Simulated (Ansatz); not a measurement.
# KSrCl3 in Imma, a phase reached by a soft mode: a soft mode frozen in, part 3 of 3

Which phase does KSrCl3 in Imma, a phase reached by a soft mode fall into along its unstable mode, and how much energy does it gain?

Ansatz 0.2.0; DFT PBEsol, scalar-relativistic, plane waves, PAW; PAW set soft_1.

So far. Step 5 (Energy along the mode, all amplitudes (two of the runs …): The lowest of the steps tried is at 0.45 Å, 1.18 meV/atom below the parent; the bottom of the well need not coincide with a step. Step 7 (The new phase in its own primitive cell): The largest force component left is 0.66 meV/Å and the pressure is -0.001 GPa, within the tolerances set. The cell now holds 31.64 Å³/atom.

The structure was built from a prototype and need not be the compound's stable phase.

**8. Modes of the new phase**

A relaxed structure may still be a saddle point, so its zone-centre modes are computed. The response to a homogeneous field gives the Born charges and the dielectric tensor.

Contents of input.yaml:

```yaml
crystal:
  lattice:
    - [-5.346176775, 3.8248963525, 3.8682581837]
    - [5.346176775, -3.8248963525, 3.8682581837]
    - [5.346176775, 3.8248963525, -3.8682581837]
  atoms:
    - { symbol: K, position: [0.9400911349, 0.7184528354, 0.7216382995] }
    - { symbol: K, position: [0.996814536, 0.2184528354, 0.2783617005] }
    - { symbol: Sr, position: [0.5012268636, 0.0012268636, 0.5] }
    - { symbol: Sr, position: [0.5012268636, 0.5012268636, 0.0] }
    - { symbol: Cl, position: [0.686654285, 0.3065656553, 0.8800886297] }
    - { symbol: Cl, position: [0.4264770256, 0.8065656553, 0.1199113703] }
    - { symbol: Cl, position: [0.0026857381, 0.1639153494, 0.6902472195] }
    - { symbol: Cl, position: [0.0026857381, 0.8124385186, 0.3387703887] }
    - { symbol: Cl, position: [0.4736681299, 0.3124385186, 0.3097527805] }
    - { symbol: Cl, position: [0.4736681299, 0.6639153494, 0.6612296113] }
kpoints:
  mp_grid: { grid: [4, 4, 4] }
hamiltonian:
  xc: pbesol
  pseudopotentials: { kind: paw, azcp: { folder: soft_1 }, xc_functional: pbe }
scf:
  occupations: { method: fixed }
output:
  eigenvalues: true
phonons:
  method: dfpt
  dielectric: true
  rigid_motions: translations
```

Launch:

```bash
ansatz run input.yaml --threads 4 --pin off --max-ram 16384MiB --backend cpu --events-out ev --progress --plain --runs-dir out
```

Numbers of over 12 decimals in the logs are rounded to 6 here.

The program printed:

```text
[...]
Crystal: 10 atoms, lattice volume = 316.401 Å³
Basis set: ecut = 420 eV, 6173 PW (Γ), exchange–correlation on 108×108×108 points (8 copies of the dense FFT grid, shifted against one another)
Bands: 50, of which v1, the nominal top of the filled ones, is band 40 counted from 1 (39 counted from 0)
Symmetry: 4 space group operations
k-points: 36 of 64 (irreducible under 1 space group operation, time reversal used)
[...]
SCF iter   1: F=—  HF=-16408.275987 eV  |F-HF|=—  |Δ(HF+E_count)|=         —  Δρ=4.32e-2  dr2=1.06e1  ethr=3.10e-3  ⟨swp⟩=9.6  Hψ=10380  notcnv=0  defer=276
[...]
SCF iter  12: F=-16403.943607 eV  HF=-16403.943607 eV  |F-HF|=2.55e-11  |Δ(HF+E_count)|=  1.38e-10  Δρ=4.75e-8  dr2=1.53e-11  ethr=1.00e-12  ⟨swp⟩=24.4  Hψ=16588  notcnv=0
SCF 1 converged in 12 iterations: F = -16403.943607 eV  dr2 = 1.53e-11
[...]
NSCF: frozen V_eff on 4 k-points
[...]
SCF converged after 12 iterations
Free energy (F): -16403.943607 eV
[...]
Internal energy: -16403.943607 eV  (E = F + TS)
E sigma→0 (E₀):  -16403.943607 eV
Fermi energy:    1.256119 eV
[...]
--- Band table (eV; the first three rows and the last of 36) ---
  k-point 0: bands = [... 36 lower, 1.0612, 1.0621, 1.1316, 1.2561, 6.3422, 7.4568, 7.7405, 8.1104, ... 6 higher]
  k-point 1: bands = [... 36 lower, 1.0282, 1.1009, 1.1412, 1.1712, 6.8389, 7.5811, 7.8081, 8.0816, ... 6 higher]
  k-point 2: bands = [... 36 lower, 1.0404, 1.0709, 1.1347, 1.1776, 7.7413, 7.7420, 7.8186, 7.9812, ... 6 higher]
  k-point 35: bands = [... 36 lower, 0.9563, 1.0008, 1.1287, 1.1575, 7.6185, 7.6612, 8.0355, 8.0491, ... 6 higher]
[...]
ASR residual: 1.311e-4 → 0.000e0 eV/Å²; symmetrization residual: 3.424e-5 eV/Å²
[...]
ε∞ (high-frequency dielectric tensor):
        2.559981     0.000000     0.000000
        0.000000     2.563924     0.000000
        0.000000     0.000000     2.560766
  ε⁰ (static dielectric tensor: ions relaxed, cell fixed):
        7.040147     0.000000    -0.000000
        0.000000     5.855069     0.000000
       -0.000000     0.000000     7.991771
  ε⁰ − ε∞ (ionic part):
        4.480165     0.000000    -0.000000
        0.000000     3.291145     0.000000
       -0.000000     0.000000     5.431005
[...]
Born effective charges Z* (e; rows j = field, columns β = displacement):
    site 0:
         1.09367    0.00000    0.00000
         0.00000    1.22641    0.00524
         0.00000   -0.01002    1.22786
    site 1:
         1.09367    0.00000    0.00000
         0.00000    1.22641   -0.00524
         0.00000    0.01002    1.22786
    site 2:
         2.38506   -0.00773    0.00000
        -0.23034    2.38699    0.00000
         0.00000    0.00000    2.33320
    site 3:
         2.38506    0.00773    0.00000
         0.23034    2.38699    0.00000
         0.00000    0.00000    2.33320
    site 4:
        -1.66915    0.00000    0.00000
         0.00000   -1.02678    0.02602
         0.00000    0.03817   -0.85477
    site 5:
        -1.66915    0.00000    0.00000
         0.00000   -1.02678   -0.02602
         0.00000   -0.03817   -0.85477
    site 6:
        -0.90479   -0.00467   -0.01490
        -0.00550   -1.29331   -0.41838
        -0.01336   -0.42934   -1.35314
    site 7:
        -0.90479    0.00467    0.01490
         0.00550   -1.29331   -0.41838
         0.01336   -0.42934   -1.35314
    site 8:
        -0.90479   -0.00467    0.01490
        -0.00550   -1.29331    0.41838
         0.01336    0.42934   -1.35314
    site 9:
        -0.90479    0.00467   -0.01490
         0.00550   -1.29331    0.41838
        -0.01336    0.42934   -1.35314
  Z* charge neutrality: 7.892e-5 e pre-enforcement
[...]
optical modes at Γ without the LO–TO term, one row a degenerate level:
      ω (cm⁻¹)  modes    IR ((D/Å)²/amu)
         49.51      1             0.6161
[...]
optical modes at Γ + LO–TO along q̂ = [1.0000, 0.0000, 0.0000]:
      ω (cm⁻¹)  modes    IR ((D/Å)²/amu)
[...]
optical modes at Γ + LO–TO along q̂ = [0.0000, 1.0000, 0.0000]:
      ω (cm⁻¹)  modes    IR ((D/Å)²/amu)
[...]
optical modes at Γ + LO–TO along q̂ = [0.0000, 0.0000, 1.0000]:
      ω (cm⁻¹)  modes    IR ((D/Å)²/amu)
[...]
121.57      1             2.4591
        122.70      1             0.8786
        141.32      1             0.5992
        147.09      1             2.1472
        147.72      1             0.0000
        158.36      1             1.0041
        179.87      1             0.0000
        188.97      1             5.2187
        197.08      1             0.0146
        222.27      1             5.4208
        235.34      1             0.0000
        259.44      1             9.1817
```

Elapsed: 7.2 min, on 4 threads of Arm Neoverse V1, shared host; peak memory 2.6 GiB; 28 min of CPU time.

Numbers from this step:

| Property | Result |
| --- | --- |
| sum-rule residual before enforcement | 1.31e-4 eV/Å² |
| miss of the charge sum rule | 7.89e-5 e |
| point group | mm2 |
| highest optical mode at the zone centre (no LO-TO term) | 235.3 cm⁻¹ |
| lowest optical zone-centre mode | 49.51 cm⁻¹ |
| mean high-frequency dielectric constant | 2.562 |
| largest Born charge (third of the trace) | 2.368 e |
| mean static dielectric constant | 6.962 |
| top of the zone-centre spectrum with the field | 263.0 cm⁻¹ |

Without the LO-TO term. Patterns of degenerate modes are one choice out of their space. Modes at Γ, with each element's share of the kinetic energy:

```tsv
mode	frequency (cm⁻¹)	symmetry	K %	Sr %	Cl %
1	0.0	acoustic	17	38	46
2	0.0	acoustic	17	38	46
3	0.0	acoustic	17	38	46
4	49.5	A1	19	1	80
5	53.4	B1	2	1	97
6	63.6	B2	14	2	84
7	68.0	A2	14	10	76
8	75.6	B1	22	50	28
9	81.0	B2	78	9	13
10	83.9	A2	79	1	20
11	84.6	A1	19	35	47
12	89.1	B2	25	46	30
13	91.1	A1	68	1	31
14	94.5	B1	58	3	39
15	101.5	B2	4	7	89
16	103.3	A1	37	1	61
17	110.7	A1	22	0	78
18	113.0	A2	7	0	93
19	119.0	B2	6	1	94
20	121.6	B2	54	16	30
21	136.6	A1	18	0	82
22	147.1	B2	3	59	39
23	147.7	A2	0	83	17
24	158.4	B1	1	87	12
25	179.9	A2	0	6	94
26	189.0	B1	0	22	78
27	197.1	B1	0	0	100
28	215.0	A1	0	24	76
29	222.3	B2	0	23	77
30	235.3	A2	0	0	100
```

Displacements in mode 4 (49.5 cm⁻¹), the largest set to 1:
```
K1   0.00  0.12 -0.54
K2   0.00 -0.12 -0.54
Sr3  0.00  0.00  0.07
Sr4  0.00  0.00  0.07
Cl5  0.00 -0.03  1.00
Cl6  0.00  0.03  1.00
Cl7 -0.01  0.35 -0.28
Cl8  0.01  0.35 -0.28
Cl9  0.01 -0.35 -0.28
Cl10-0.01 -0.35 -0.28
```

Displacements in mode 13 (91.1 cm⁻¹), the largest set to 1:
```
K1   0.00 -0.86  1.00
K2   0.00  0.86  1.00
Sr3  0.00  0.00 -0.11
Sr4  0.00  0.00 -0.11
Cl5  0.00  0.15  0.18
Cl6  0.00 -0.15  0.18
Cl7 -0.08  0.39 -0.50
Cl8  0.08  0.39 -0.50
Cl9  0.08 -0.39 -0.50
Cl10-0.08 -0.39 -0.50
```

Optical modes at the zone centre, without and with the macroscopic field of the longitudinal modes; each column is sorted by frequency, so a row need not hold one and the same mode. Modes with and without the field, by row:

```tsv
rank among optical modes	no field (cm⁻¹)	q along (1, 0, 0) (cm⁻¹)	q along (0, 1, 0) (cm⁻¹)	q along (0, 0, 1) (cm⁻¹)
1	49.5	49.5	49.5	53.4
2	53.4	54.1	53.4	54.6
3	63.6	63.6	63.6	63.6
4	68	68	68	68
5	75.6	76.4	75.6	75.6
6	81	81	82.4	81
7	83.9	83.9	83.9	83.9
8	84.6	84.6	84.6	86.1
9	89.1	89.1	89.8	89.1
10	91.1	91.1	91.1	94.5
11	94.5	101.5	94.5	97.9
12	101.5	103.3	103.3	101.5
13	103.3	110.7	103.5	109.5
14	110.7	113	110.7	113
15	113	119	113	119
16	119	119.3	119	121.6
17	121.6	121.6	131.9	122.7
18	136.6	136.6	136.6	141.3
19	147.1	147.1	147.7	147.1
20	147.7	147.7	158.4	147.7
21	158.4	162.7	165.3	158.4
22	179.9	179.9	179.9	179.9
23	189	197.1	189	189
24	197.1	215	197.1	197.1
25	215	222.3	215	222.3
26	222.3	235.3	235.3	235.3
27	235.3	235.8	263	259.4
```

Born charge (rows field, columns displacement) (e), principal values of the symmetric part by kind of site:

```tsv
atom	atoms with these values	low	middle	high	mean
K1	2	1.09	1.22	1.23	1.18
Sr3	2	2.27	2.33	2.51	2.37
Cl5	2	-1.67	-1.03	-0.85	-1.18
Cl7	4	-1.75	-0.91	-0.89	-1.18
```

In full for Sr3:

```
 2.39 -0.01  0.00
-0.23  2.39  0.00
 0.00  0.00  2.33
```

High-frequency dielectric tensor:

```
2.56 0.00 0.00
0.00 2.56 0.00
0.00 0.00 2.56
```

Static dielectric tensor (ions relaxed, fixed cell):

```
7.04 0.00 0.00
0.00 5.86 0.00
0.00 0.00 7.99
```

Transverse modes. Infrared lines, with heights relative to the strongest:

```tsv
position (cm⁻¹)	relative intensity
50	10
53	1.6
64	0.1
68	0.0
76	3.5
81	4.4
84	0.0
85	10
89	2.1
91	25
94	56
102	7.8
103	16
111	3.5
113	0.0
119	0.6
122	38
137	5.4
147	34
148	0.0
158	16
180	0.0
189	82
197	0.2
215	100
222	85
235	0.0
```

Before it was imposed, the acoustic sum rule was missed by 1.3e-4 eV/Å² and the charge sum rule by 7.9e-5 e. Small misses are needed for a sound result but don't prove that mesh and cutoff are converged. The lowest optical mode is real, 49.5 cm⁻¹.

**9. The phases reached**

The phases reached along the modes that were followed are set side by side.

Energies are those of the first relaxation, on the mesh of the frozen mode; space group, volume and gap are those of the last relaxation. Phases, by row:

```tsv
mode frozen in	space group	energy from parent (meV/atom)	volume (Å³/atom)	gap on mesh (eV)	lowest zone-centre optical mode (cm⁻¹)	largest shift (Å)
parent	Imma	0	31.99	5.043	–	–
q = (0, 0, 0), 28i cm⁻¹	Ima2	-1.85	31.64	5.086	49.5	0.434
```

**10. Summary of results**

```
unstable mode of the parent                                                      : q = (0, 0, 0), 28i cm⁻¹
depth at the lowest point sampled                                                : 1.18 meV/atom
largest atomic shift at that point                                               : 0.45 Å
space group reached (within 0.01 Å)                                              : Ima2
energy gained over the parent (first relaxation, on the mesh of the frozen mode) : 1.85 meV/atom
volume per atom, phase reached                                                   : 31.6 Å³
gap on the k-mesh, phase reached                                                 : 5.09 eV
lowest optical zone-centre mode, phase reached                                   : 49.5 cm⁻¹
highest optical mode at the zone centre (no LO-TO term), phase reached           : 235 cm⁻¹
```

Along this mode the structure falls into Ima2, 1.85 meV/atom below the parent. At the parent's cell the well is 1.177 meV/atom deep on the steps tried, with its lowest point at a shift of 0.45 Å. Relaxing atoms and cell changes the gain by +0.67 meV/atom against the lowest step (energies at zero smearing). The new phase has no imaginary mode at the zone centre of its cell; other wavevectors were not checked. Each path keeps the symmetry of its pattern, so a lower phase may lie along a pattern not tried. The PAW files were made for PBE and serve the other functionals too. The starting cell was built on a prototype and not taken from a measurement, so the phase need not exist.

[Logs are printed without paths, hosts, clocks, repeated set-up lines and the standing remarks that a program may print on its own settings, such as how far it seeks lower states.]

[Hosts, paths, dates, database ids (printed as entryN), source tags and the programs' standing remarks are cut or masked in the printed files.]
